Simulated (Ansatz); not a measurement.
Consider OsF2 (1T sheet).

The cell holds 3 atoms: 1 Os and 2 F. Cell: a = 3.323 Å, b = 3.323 Å, c = 28.981 Å, α = 90.0°, β = 90.0°, γ = 120.0°. Vacuum lies along c.

```xyz
3
Lattice="0.0000 2.3499 2.3499 2.3499 -2.3499 0.0000 16.7324 16.7324 -16.7324" Properties=species:S:1:pos:R:3
Os    5.3667    5.3667   -5.3667
F     7.4284    5.0785   -5.0785
F     5.6548    5.6548   -3.3049
```

The structure was relaxed with PBEsol. The structure was generated from a model, not taken from a measurement. The runs that relaxed it are not among those shown. The program's search for lower electronic states was switched off, so nothing shows that the state found is the lowest. Spin-orbit coupling is left out unless a run names it. PAW set soft_2, made with PBE.

A constrained-RPA run (Ansatz 0.2.0; non-magnetic PBEsol; Os t2g, bands v3 to v1, 6×6×1 mesh, medium accuracy) builds 3 functions on bands 0.95 eV wide, with 6.0 electrons in the window. The bare on-site interaction is 13.3 eV and the bare J 0.52 eV.

Question: Estimate U, U′ and J.

On the Os t2g shell, U = 4.43 eV (33 % of the bare value), U′ = 3.59 eV, J = 0.35 eV.

The parent state is non-magnetic and the interaction static (zero frequency); U depends on the window and the orbitals, so it belongs to this model alone. Spin-orbit coupling, which is strong for atoms this heavy, is left out.

[Paths, hosts, dates, memory and timing lines, banners, echoed tables and standing remarks are left out of the program output.]

[Logs are printed without paths, hosts, clocks, repeated set-up lines and the standing remarks that a program may print on its own settings, such as how far it seeks lower states.]

[Runs of the session that timed out or met a known fault of the program may be left out.]

[Hosts, paths, dates, database ids (printed as entryN), source tags and the programs' standing remarks are cut or masked in the printed files.]
